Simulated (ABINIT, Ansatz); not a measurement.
# La2O3 (P-3m1): G0W0 with ABINIT, start to end, part 2 of 2

Wanted: ground state, empty states, screening and self-energy for La2O3 (P-3m1).

ABINIT 10.8.3; PBE and many-body steps on it, plane waves. Known limits of the many-body steps: not at the basis limit; no spin-orbit coupling; coarse k mesh.

So far. Step 2 (Ground state): The gap is indirect, with the least direct gap 0.13 eV higher. Step 3 (Empty states on the mesh, 3×3×2 mesh, 471 bands): On this mesh the gap is 3.940 eV. The earlier step found 3.849 eV, so this mesh misses an edge.

**4. Screening, 3×3×2 mesh, 429 bands, screening to 272.1 eV**

The RPA dielectric matrix is built and inverted for each q.

This step: RPA screening on PBE, plane waves, norm-conserving pseudopotentials.

run.abi

```
acell 3*1.0 Angstrom
rprim 
  3.930777878010 -0.000000000002 0.000000000000
  -1.965388939003 3.404153498992 0.000000000000
  0.000000000000 0.000000000000 6.111953520000
ntypat 2
znucl 57 8
natom 5
typat 1 1 2 2 2
xred 
  0.666666666667 0.333333333333 0.753764320000
  0.333333333333 0.666666666667 0.246235680000
  0.666666666667 0.333333333333 0.354109350000
  0.333333333333 0.666666666667 0.645890650000
  -0.000000000000 -0.000000000000 0.000000000000
pp_dirpath "pseudos"
pseudos "La.upf, O.upf"
ecut 50
ngkpt 3 3 2
nshiftk 1
shiftk 0 0 0
kptopt 1
chksymbreak 0
istwfk *1
occopt 1
irdwfk 1
optdriver 3
nband 429
ecuteps 10
inclvkb 2
awtr 1
symchi 1
indata_prefix "in"
outdata_prefix "out"
tmpdata_prefix "tmp"
```

The run is started by

```console
$ OMP_NUM_THREADS=1 mpirun -n 8 abinit run.abi > log
```

Numbers of over 12 decimals in the logs are rounded to 6 here.

What it wrote:

```text
.Version 10.8.3 of ABINIT. v10.8.2 released Aug 2026.

 Symmetries : space group P-3 m 1 (#164); Bravais hP (primitive hexag.)
[... echo of the input left out ...]
== DATASET  1 ==================================================================
-   mpi_nproc: 8, omp_nthreads: 1 (-1 if OMP is not activated)

--- !DatasetInfo
iteration_state: {dtset: 1, }
dimensions: {natom: 5, nkpt: 6, mband: 429, nsppol: 1, nspinor: 1, nspden: 1, mpw: 9367, }
cutoff_energies: {ecut:  50.0, pawecutdg:  -1.0, }
electrons: {nelect:   4.00000000E+01, charge:   0.00000000E+00, occopt:   1.00000000E+00, tsmear:   1.00000000E-02, }

 SCREENING: Calculation of the susceptibility and dielectric matrices

 Based on a program developped by R.W. Godby, V. Olevano, G. Onida, and L. Reining.
 Incorporated in ABINIT by V. Olevano, G.-M. Rignanese, and M. Torrent.
.Using double precision arithmetic ; gwpc =  8

[... cell and pseudopotentials left out ...]
--------------------------------------------------------------------------------

 ==== K-mesh for the wavefunctions ====
 Number of points in the irreducible wedge :     6
[... list of points left out ...]
 Together with 12 symmetry operations and time-reversal symmetry
 yields    18 points in the full Brillouin Zone.

 ==== Q-mesh for the screening function ====
 Number of points in the irreducible wedge :     6
[... list of points left out ...]
 Together with 12 symmetry operations and time-reversal symmetry
 yields    18 points in the full Brillouin Zone.

 setmesh: FFT mesh size selected  =    30x   30x   54
          total number of points  =        48600

 vcoul_init : cutoff-mode = AUXILIARY_FUNCTION
 q-points for optical limit:   1
     1)      0.000010    0.000020    0.000030

- screening: taking advantage of time-reversal symmetry
- Maximum band index for partially occupied states nbvw = 20
- Remaining bands to be divided among processors   nbcw = 409
- Number of bands treated by each node ~51

 Number of electrons calculated from density =   40.0000; Expected =   40.0000
 average of density, n =  0.072476
 r_s =    1.4879
 omega_plasma =   25.9689 [eV]

 calculating chi0 at frequencies [eV] :
  1    0.000000E+00    0.000000E+00
  2    0.000000E+00    2.596889E+01

--------------------------------------------------------------------------------
  q-point number  1        q = ( 0.000000, 0.000000, 0.000000) [r.l.u.]
--------------------------------------------------------------------------------
[... chi0 elements left out ...]
 For q-point:  0.000010 0.000020 0.000030
  dielectric constant =   4.5534
  dielectric constant without local fields =   4.9577

  Average fulfillment of the sum rule on Im[epsilon] for q-point    1 :     91.92  [%]
[... wings left out ...]
  q-point number  2        q = ( 0.333333, 0.000000, 0.000000) [r.l.u.]
--------------------------------------------------------------------------------
[... chi0 elements left out ...]
  Average fulfillment of the sum rule on Im[epsilon] for q-point    2 :     94.50  [%]

 [... 4 further q-points ...]
```

Wall time 65 s (8 MPI ranks of AMD EPYC 9R45, shared host); peak memory 4.5 GiB; 8.6 min of CPU time.

Numbers from this step:

- ε∞ with local fields, on this mesh, along the program's q direction: 4.553
- the same without local fields: 4.958
- plasma frequency: 25.97 eV
- plane waves in the screening matrix: 845

Local fields lower ε∞ by 8 %. On a Γ-centred mesh this coarse the value itself is usually too large, while a short band sum pulls it down.

**5. Self-energy, 3×3×2 mesh, 429 bands, screening to 272.1 eV**

The self-energy is evaluated for the states that the input lists, and the levels follow from it, in one-shot runs by the linearised quasiparticle equation.

This step: G0W0 on PBE, plane waves, norm-conserving pseudopotentials.

run.abi: that of step 4 with these lines changed.

```diff
@@ -26,8 +26,19 @@
 irdwfk 1
-optdriver 3
+optdriver 4
 nband 429
+gwcalctyp 0
+ecutsigx 50
+symsigma 1
+nkptgw 3
+kptgw 
+  0.3333333333 0.0000000000 0.5000000000
+  0.3333333333 0.3333333333 0.0000000000
+  0.0000000000 0.0000000000 0.0000000000
+bdgw 
+  19 22
+  19 23
+  18 23
 ecuteps 10
-inclvkb 2
-awtr 1
-symchi 1
+irdscr 1
+ppmodel 1
 indata_prefix "in"
```

What it wrote:

```text
.Version 10.8.3 of ABINIT. v10.8.2 released Aug 2026.

 Symmetries : space group P-3 m 1 (#164); Bravais hP (primitive hexag.)
[... echo of the input left out ...]
== DATASET  1 ==================================================================
-   mpi_nproc: 8, omp_nthreads: 1 (-1 if OMP is not activated)

--- !DatasetInfo
iteration_state: {dtset: 1, }
dimensions: {natom: 5, nkpt: 6, mband: 429, nsppol: 1, nspinor: 1, nspden: 1, mpw: 9367, }
cutoff_energies: {ecut:  50.0, pawecutdg:  -1.0, }
electrons: {nelect:   4.00000000E+01, charge:   0.00000000E+00, occopt:   1.00000000E+00, tsmear:   1.00000000E-02, }

 SIGMA: Calculation of the GW corrections

 Based on a program developped by R.W. Godby, V. Olevano, G. Onida, and L. Reining.
 Incorporated in ABINIT by V. Olevano, G.-M. Rignanese, and M. Torrent.
.Using double precision arithmetic ; gwpc =  8

[... cell and pseudopotentials left out ...]
--------------------------------------------------------------------------------

 ==== K-mesh for the wavefunctions ====
 Number of points in the irreducible wedge :     6
[... list of points left out ...]
 Together with 12 symmetry operations and time-reversal symmetry
 yields    18 points in the full Brillouin Zone.

 ==== Q-mesh for screening function ====
 Number of points in the irreducible wedge :     6
[... list of points left out ...]
 Together with 12 symmetry operations and time-reversal symmetry
 yields    18 points in the full Brillouin Zone.

 vcoul_init : cutoff-mode = AUXILIARY_FUNCTION
 q-points for optical limit:   1
     1)      0.000010    0.000020    0.000030
 setmesh: FFT mesh size selected  =    45x   45x   75
          total number of points  =       151875

 Number of electrons calculated from density =   40.0000; Expected =   40.0000
 average of density, n =  0.072476
 r_s =    1.4879
 omega_plasma =   25.9689 [eV]

 === KS Band Gaps ===
  >>>> For spin  1
   Minimum direct gap =   3.9821 [eV], located at k-point      :   0.3333  0.3333  0.0000
   Fundamental gap    =   3.9403 [eV], Top of valence bands at :   0.3333  0.0000  0.5000
                                       Bottom of conduction at :   0.3333  0.3333  0.0000
 SIGMA fundamental parameters:
 PLASMON POLE MODEL  1
 number of plane-waves for SigmaX                 9367
 number of plane-waves for SigmaC and W            845
 number of plane-waves for wavefunctions          9367
 number of bands                                   429
 number of independent spin polarizations            1
 number of spinorial components                      1
 number of k-points in IBZ                           6
 number of q-points in IBZ                           6
 number of symmetry operations                      12
 number of k-points in BZ                           18
 number of q-points in BZ                           18
 number of frequencies for dSigma/dE                 9
 frequency step for dSigma/dE [eV]                0.25
 number of omega for Sigma on real axis              0
 max omega for Sigma on real axis  [eV]           0.00
 zcut for avoiding poles [eV]                     0.10

 EPSILON^-1 parameters (SCR file):
 dimension of the eps^-1 matrix on file            845
 dimension of the eps^-1 matrix used               845
 number of plane-waves for wavefunctions          9367
 number of bands                                   429
 number of q-points in IBZ                           6
 number of frequencies                               2
 number of real frequencies                          1
 number of imag frequencies                          1

 matrix elements of self-energy operator (all in [eV])

 Perturbative Calculation

--- !SelfEnergy_ee
iteration_state: {dtset: 1, }
kpoint     : [   0.333,    0.000,    0.500, ]
spin       : 1
KS_gap     :    4.466
QP_gap     :    6.841
Delta_QP_KS:    2.375
data: !SigmaeeData |
     Band     E0 <VxcDFT>   SigX SigC(E0)      Z dSigC/dE  Sig(E)    E-E0       E
       19   5.682 -18.475 -23.105   4.022   0.766  -0.306 -18.940  -0.465   5.217
       20   5.935 -18.990 -23.520   3.962   0.766  -0.305 -19.426  -0.436   5.499
       21  10.400 -13.777  -5.562  -5.801   0.803  -0.245 -11.837   1.939  12.340
       22  10.762 -13.694  -5.101  -6.029   0.802  -0.247 -11.637   2.057  12.818

--- !SelfEnergy_ee
iteration_state: {dtset: 1, }
kpoint     : [   0.333,    0.333,    0.000, ]
spin       : 1
KS_gap     :    3.982
QP_gap     :    5.224
Delta_QP_KS:    1.242
data: !SigmaeeData |
     Band     E0 <VxcDFT>   SigX SigC(E0)      Z dSigC/dE  Sig(E)    E-E0       E
       19   5.221 -17.724 -22.695   4.170   0.762  -0.312 -18.334  -0.610   4.611
       20   5.893 -19.229 -23.698   3.858   0.773  -0.294 -19.701  -0.472   5.421
       21   9.875 -11.519  -6.131  -4.455   0.825  -0.212 -10.749   0.770  10.645
       22  10.719 -13.986  -4.821  -6.376   0.799  -0.252 -11.759   2.227  12.946
       23  10.719 -13.986  -4.821  -6.376   0.799  -0.252 -11.759   2.227  12.946

--- !SelfEnergy_ee
iteration_state: {dtset: 1, }
kpoint     : [   0.000,    0.000,    0.000, ]
spin       : 1
KS_gap     :    4.412
QP_gap     :    6.521
Delta_QP_KS:    2.109
data: !SigmaeeData |
     Band     E0 <VxcDFT>   SigX SigC(E0)      Z dSigC/dE  Sig(E)    E-E0       E
       18   5.628 -18.360 -22.920   3.947   0.766  -0.305 -18.830  -0.470   5.158
       19   5.628 -18.360 -22.920   3.947   0.766  -0.305 -18.830  -0.470   5.158
       20   5.889 -18.917 -23.407   3.980   0.767  -0.304 -19.308  -0.391   5.498
       21  10.301 -11.820  -3.888  -5.823   0.815  -0.227 -10.102   1.718  12.019
       22  10.583 -12.686  -4.857  -5.855   0.811  -0.234 -11.086   1.601  12.183
       23  10.583 -12.686  -4.857  -5.855   0.811  -0.234 -11.086   1.601  12.183

== END DATASET(S) ==============================================================
================================================================================

 -outvars: echo values of variables after computation  --------
           etotal      0.0000000000E+00
            nband         429
             nkpt           6
          spgroup         164
 [... the other variables as echoed above ...]

 Calculation completed.
```

The job ended after 2.1 min (8 MPI ranks; peak memory 5.3 GiB).

This step gave:

- G0W0 gap on the points computed: 5.146 eV
- starting gap on the mesh: 3.940 eV
- k of the valence top: 0.3333, 0, 0.5
- k of the conduction bottom: 0.3333, 0.3333, 0
- Z at the valence top: 0.766
- Z at the conduction bottom: 0.825
- least direct G0W0 gap on the computed points: 5.224 eV

The gap on the mesh goes from 3.94 eV to 5.15 eV, a correction of +1.21 eV. The start differs from the 3.85 eV found before because the two sample other k points.

Limits: finite bands, cutoff and mesh; no spin-orbit coupling; coarse k mesh. v1 is the top filled band, c1 the lowest empty one. Levels before and after the correction, in eV, zero at the valence-band top of each column:

```tsv
	conduction bottom	valence top
Kohn-Sham	3.94	0.00
G0W0	5.15	0.00
```

```tsv
	level	energy (eV)
Kohn-Sham	(0.333 0 0.5) v2	-0.253
Kohn-Sham	(0.333 0 0.5) v1	0.000
Kohn-Sham	(0.333 0 0.5) c1	4.466
Kohn-Sham	(0.333 0 0.5) c2	4.827
Kohn-Sham	(0.333 0.333 0) v2	-0.714
Kohn-Sham	(0.333 0.333 0) v1	-0.042
Kohn-Sham	(0.333 0.333 0) c1	3.940
Kohn-Sham	(0.333 0.333 0) c2-c3	4.784
G0W0	(0.333 0 0.5) v2	-0.282
G0W0	(0.333 0 0.5) v1	0.000
G0W0	(0.333 0 0.5) c1	6.841
G0W0	(0.333 0 0.5) c2	7.319
G0W0	(0.333 0.333 0) v2	-0.888
G0W0	(0.333 0.333 0) v1	-0.078
G0W0	(0.333 0.333 0) c1	5.146
G0W0	(0.333 0.333 0) c2-c3	7.447
```

**6. Where the time went**

Times are wall times on the hardware named with each run, good to a factor of about two.

```tsv
step	time	share	memory (GiB)
ground state	46 s	10 %	1.0
empty states on the mesh	4 min	50 %	1
screening	65 s	13 %	4.5
self-energy	2.1 min	27 %	5.3
```

**7. Results**

```yaml
pbe_gap: 3.85 eV, indirect
g0w0_gap_on_the_mesh: 5.15 eV
g0w0_gap_over_the_zone_rigid_shift: 5.05 eV
gw_settings: 3×3×2 mesh, 429 bands, screening to 272.1 eV, Godby-Needs plasmon pole
known_limits: not at the basis limit; no spin-orbit coupling; coarse k mesh
```

What this shows: G0W0 moves the gap on the mesh from 3.94 eV to 5.15 eV (+1.21 eV), with Z of 0.77 and 0.82 at the edges. The mesh misses the band edges by 0.09 eV in all; a rigid shift gives 5.05 eV for the zone. Local fields lower the RPA ε∞ on this mesh from 4.96 to 4.55; a Γ-centred mesh this coarse tends to raise both, most where the direct gap is narrow, while a short band sum lowers them. Only 3 of the mesh's irreducible points were corrected, so a valley elsewhere could overtake. The dearest step here is «empty states on the mesh». Bands and cutoff are finite, so the gap is not at the basis limit. The miss can reach some tenths of an eV and take either sign; the mesh is an error of its own. In the G0W0 run levels were corrected at 3 k points alone, so a gap called «on the mesh» is the least over those, and an edge elsewhere would be missed. A denser mesh or path gives a starting gap of 3.85 eV: the GW mesh misses a band edge, so its gaps are not the fundamental one. The 3×3×2 mesh is coarse for this cell, which bears on the long-range parts of exchange and screening. The many-body steps are scalar-relativistic: spin-orbit coupling is not in them.

[Paths, hosts, dates, memory and timing lines, banners, echoed tables and standing remarks are left out of the program output.]

[Logs are printed without paths, hosts, clocks, repeated set-up lines and the standing remarks that a program may print on its own settings, such as how far it seeks lower states.]

[Runs of the session that timed out or met a known fault of the program may be left out.]

[Hosts, paths, dates, database ids (printed as entryN), source tags and the programs' standing remarks are cut or masked in the printed files.]

[G0W0 gaps are taken among the corrected bands and points alone; a level outside them can change the order at an edge.]

[Where Ansatz stands beside ABINIT at settings called matched, ABINIT's density can come from a denser mesh and the files from another edition; pairs whose starting gaps differed by over 0.03 eV were left out, so agreement reads better than it is.]
